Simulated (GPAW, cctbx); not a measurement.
## Reading charge transfer from structure factors

NaScBr3, Pm-3m (no. 221), a = 5.3765 Å, b = 5.3765 Å, c = 5.3765 Å, α = 90.00°, β = 90.00°, γ = 90.00°.

| atom | mult. | x | y | z |
| --- | --- | --- | --- | --- |
| Br1 | 3 | 1/2 | 1/2 | 0 |
| Sc1 | 1 | 1/2 | 1/2 | 1/2 |
| Na1 | 1 | 0 | 0 | 0 |

The cell comes from substitution in a known structure type and wasn't matched to any measured phase.

Absolute values of the static structure factors of the conventional cell from DFT (PBE, GPAW) against free spherical atoms, in electrons:

| hkl | d (Å) | free atoms | crystal |
| --- | --- | --- | --- |
| 010 | 5.377 | 41.53 | 41.88 |
| 011 | 3.802 | 4.45 | 4.63 |
| 111 | 3.104 | 81.30 | 81.50 |
| 020 | 2.688 | 109.22 | 109.39 |
| 021 | 2.404 | 34.09 | 34.11 |
| 121 | 2.195 | 4.34 | 4.30 |
| 022 | 1.901 | 96.25 | 96.17 |
| 122 | 1.792 | 30.38 | 30.28 |
| 030 | 1.792 | 30.38 | 30.44 |
| 031 | 1.700 | 4.55 | 4.42 |

**Question.** Which way does charge move, and which reflections show it best?

Project each element's phase sum on the total phase. |F| rises if density moves to atoms that scatter in phase and falls if it moves to atoms that scatter against it; the rule is for low angles, since changes of shape take over beyond. Where all elements are in phase the terms compete, and the compactness of the donor's and the acceptor's density matters too.

| hkl | Br in phase | Sc in phase | Na in phase | change (e) | (%) |
| --- | --- | --- | --- | --- | --- |
| 010 | +1.0 | +1.0 | -1.0 | +0.35 | +0.8 |
| 011 | +1.0 | -1.0 | -1.0 | +0.18 | +4.1 |
| 111 | +3.0 | -1.0 | +1.0 | +0.21 | +0.3 |
| 020 | +3.0 | +1.0 | +1.0 | +0.18 | +0.2 |
| 021 | +1.0 | +1.0 | -1.0 | +0.02 | +0.1 |
| 121 | +1.0 | -1.0 | -1.0 | -0.03 | -0.8 |
| 022 | +3.0 | +1.0 | +1.0 | -0.09 | -0.1 |
| 122 | +1.0 | +1.0 | -1.0 | -0.10 | -0.3 |

Low-angle reflections that set elements apart and change by more than 0.05 e: 010, 011, 111 and 122 (021 and 121 hardly move and tell little). The signs fit a gain of density on Br and a loss on Sc and Na, apart from 122. The best witness is 011, +4.1 %, where Br enters with +1.0. The real-space density agrees: Voronoi charges Br -0.17, Sc +0.10, Na +0.40 e. The shortest bond, Br–Sc, has Δρ = +0.03 e/Å³ at its midpoint.
